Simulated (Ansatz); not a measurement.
# LuBH6 (built on the sites of a database entry of LaAlH6): the cell at rest

Task: relax LuBH6 (built on the sites of a database entry of LaAlH6) tightly.

Method: DFT PBEsol, scalar-relativistic, plane waves, PAW, in Ansatz 0.2.0.

Most raw output is cut from this account.

The structure was built from a prototype and need not be the compound's stable phase.

## 1. The structure

Symmetry: R-3m, No. 166, trigonal system. Conventional cell: a = 5.869 Å, b = 5.869 Å, c = 5.667 Å, α = 90.00°, β = 90.00°, γ = 120.00°. Nearest to Lu lie 12 H at 2.20 Å and 2 B at 2.83 Å. Nearest to B lie 6 H at 1.55 Å and 2 Lu at 2.83 Å. Nearest to H lie 1 B at 1.55 Å and 5 H at 2.06 to 2.20 Å and 2 Lu at 2.20 Å. Farther neighbours are not listed.

## 2. A coarse first look

First a cheap look: the gap decides the mesh and the occupations, the pressure tells how far the cell has to move.

File input.yaml:

```yaml
crystal:
  lattice:
    - [2.93457, 1.69428, 1.88894]
    - [-2.93457, 1.69428, 1.88894]
    - [0.0, -3.38855, 1.88894]
  atoms:
    - { symbol: Lu, position: [0.5, 0.5, 0.5] }
    - { symbol: B, position: [0.0, 0.0, 0.0] }
    - { symbol: H, position: [0.93995012, 0.29182287, 0.29182287] }
    - { symbol: H, position: [0.29182287, 0.93995012, 0.29182287] }
    - { symbol: H, position: [0.29182287, 0.29182287, 0.93995012] }
    - { symbol: H, position: [0.06004988, 0.70817713, 0.70817713] }
    - { symbol: H, position: [0.70817713, 0.06004988, 0.70817713] }
    - { symbol: H, position: [0.70817713, 0.70817713, 0.06004988] }
kpoints:
  mp_grid: { grid: [6, 6, 6] }
hamiltonian:
  xc: pbesol
scf:
  occupations: { method: gaussian, width: 0.1 }
output:
  forces: true
  stress: true
  eigenvalues: true
```

Command:

```bash
$ ansatz run input.yaml --threads 8 --pin off --max-ram 14336MiB --backend cpu --events-out ev --progress --plain --runs-dir out
```

The job ended after 1.3 s (8 threads of Arm Neoverse V1, shared host; peak memory 0.39 GiB; 4.5 s of CPU time).

Numbers from this step:

- pressure: -12.72 GPa
- volume per atom: 7.044 Å³
- gap on the k-mesh: 0 eV

The coarse mesh shows no gap and a pressure of -12.7 GPa.

## 3. Coarse relaxation

The start is far from rest, so a relaxation with loose tolerances brings it close first.

input.yaml, as its differences from that of step 2:

```diff
@@ -24 +24,6 @@
   eigenvalues: true
+relax:
+  adjacent_minimum: "off"
+  f_tol: 0.05
+  max_steps: 80
+  cell: { stress_tol: 0.5 }
```

It took 4.5 s on 8 threads; peak memory 0.42 GiB.

Relaxation path:

| step | energy less that of the first step (eV) | largest force component (eV/Å) | pressure (GPa) | volume (Å³) |
| --- | --- | --- | --- | --- |
| 1 | 0.0000 | 0.8107 | -12.72 | 56.35 |
| 2 | -0.5770 | 0.4492 | -6.47 | 53.25 |
| 3 | -0.7172 | 0.2926 | 2.10 | 50.98 |
| 4 | -0.7407 | 0.0570 | -0.28 | 51.27 |
| 5 | -0.7423 | 0.0047 | 0.14 | 51.10 |
| 6* | -0.7357 | 0.0064 | 0.01 | 51.10 |

Relaxation steps marked * repeat the geometry before them on a plane-wave basis chosen anew for their cell, so energy and pressure can jump there.

Forces are held to the 12 operations that the run works with; a distortion that breaks them can't arise in this run.

```
conventional cell, symmetrised  before  after  change
                         a (Å)   5.869  5.817  -0.9 %
                         b (Å)   5.869  5.817  -0.9 %
                         c (Å)   5.667  5.231  -7.7 %
              volume (Å³/atom)    7.04   6.39  -9.3 %
```

The atoms that moved most (Å, as changes of fractional coordinates times the final cell):

| atom | dx | dy | dz | length |
| --- | --- | --- | --- | --- |
| H5 | 0.000 | -0.035 | -0.093 | 0.100 |
| H6 | -0.031 | -0.018 | 0.093 | 0.100 |
| H7 | 0.031 | -0.018 | 0.093 | 0.100 |
| H8 | 0.000 | 0.035 | 0.093 | 0.100 |
| H3 | 0.031 | 0.018 | -0.093 | 0.100 |
| H4 | -0.031 | 0.018 | -0.093 | 0.100 |

Numbers from this step:

```yaml
pressure: 0.01209 GPa
volume_per_atom: 6.387 Å³
```

In this step the volume went from 7.04 to 6.39 Å³/atom.

## 4. Bringing the structure to rest

Harmonic phonons are second derivatives at a point where the forces vanish, and they are wanted at zero stress, so atoms and cell are relaxed first.

File input.yaml:

```yaml
crystal:
  lattice:
    - [2.9084420782, 1.6791913553, 1.7437428461]
    - [-2.9084420782, 1.6791913553, 1.7437428461]
    - [0.0, -3.358378095, 1.7437472909]
  atoms:
    - { symbol: Lu, position: [0.5, 0.5, 0.5] }
    - { symbol: B, position: [0.0, 0.0, 0.0] }
    - { symbol: H, position: [0.929158316, 0.2705302424, 0.2705302424] }
    - { symbol: H, position: [0.2705302424, 0.929158316, 0.2705302424] }
    - { symbol: H, position: [0.2705302424, 0.2705302424, 0.929158316] }
    - { symbol: H, position: [0.070841684, 0.7294697576, 0.7294697576] }
    - { symbol: H, position: [0.7294697576, 0.070841684, 0.7294697576] }
    - { symbol: H, position: [0.7294697576, 0.7294697576, 0.070841684] }
kpoints:
  mp_grid: { grid: [9, 9, 9] }
hamiltonian:
  xc: pbesol
scf:
  occupations: { method: gaussian, width: 0.1 }
output:
  forces: true
  stress: true
  eigenvalues: true
relax:
  adjacent_minimum: "off"
  f_tol: 0.005
  max_steps: 80
  cell: { stress_tol: 0.05 }
```

Wall time 6.1 s (8 threads); peak memory 0.48 GiB; 38 s of CPU time.

Little changed from the start: no atom moved by 0.005 Å and no cell edge by 0.1 %.

This step gave:

- pressure: 7.98e-4 GPa
- volume per atom: 6.391 Å³

In this step the volume went from 6.39 to 6.39 Å³/atom.

## 5. Tight relaxation

Phonons need a cell at rest on their own settings, so the relaxation is repeated with tight tolerances on forces and stress on the k mesh and occupations of the first response run.

File input.yaml:

```yaml
crystal:
  lattice:
    - [2.9098498394, 1.680004126, 1.7430937301]
    - [-2.9098498394, 1.680004126, 1.7430937301]
    - [0.0, -3.3600036381, 1.7430981771]
  atoms:
    - { symbol: Lu, position: [0.5, 0.5, 0.5] }
    - { symbol: B, position: [0.0, 0.0, 0.0] }
    - { symbol: H, position: [0.9289208106, 0.2703692978, 0.2703692978] }
    - { symbol: H, position: [0.2703692978, 0.9289208106, 0.2703692978] }
    - { symbol: H, position: [0.2703692978, 0.2703692978, 0.9289208106] }
    - { symbol: H, position: [0.0710791894, 0.7296307022, 0.7296307022] }
    - { symbol: H, position: [0.7296307022, 0.0710791894, 0.7296307022] }
    - { symbol: H, position: [0.7296307022, 0.7296307022, 0.0710791894] }
kpoints:
  mp_grid: { grid: [10, 10, 10] }
hamiltonian:
  xc: pbesol
scf:
  occupations: { method: methfessel_paxton, width: 0.15 }
output:
  forces: true
  stress: true
  eigenvalues: true
relax:
  adjacent_minimum: "off"
  f_tol: 0.001
  max_steps: 60
  cell: { stress_tol: 0.01 }
```

Wall time 8.3 s (8 threads); peak memory 0.51 GiB.

Little changed from the start: no atom moved by 0.005 Å and no cell edge by 0.1 %.

This step gave:

* pressure: -5.78e-4 GPa
* volume per atom: 6.388 Å³

The largest force component left is 0.19 meV/Å and the pressure is -0.001 GPa, within the tolerances set. The cell now holds 6.39 Å³/atom.

## 6. Results

```json
{
  "space group after relaxation (within 0.01 Å)": "R-3m",
  "lattice constant a": "5.817 Å",
  "lattice constant b": "5.817 Å",
  "lattice constant c": "5.231 Å",
  "volume per atom": "6.39 Å³"
}
```

What this shows: The largest force component left is 0.19 meV/Å and the pressure is -0.001 GPa, within the tolerances set. The cell now holds 6.39 Å³/atom. The relaxation keeps the symmetry of its start, so it says nothing on stability against lower symmetry. Spin-orbit coupling is left out, which can matter for the heavy elements here. The starting cell was built on a prototype and not taken from a measurement, so the phase need not exist.

[Logs are printed without paths, hosts, clocks, repeated set-up lines and the standing remarks that a program may print on its own settings, such as how far it seeks lower states.]

[Hosts, paths, dates, database ids (printed as entryN), source tags and the programs' standing remarks are cut or masked in the printed files.]
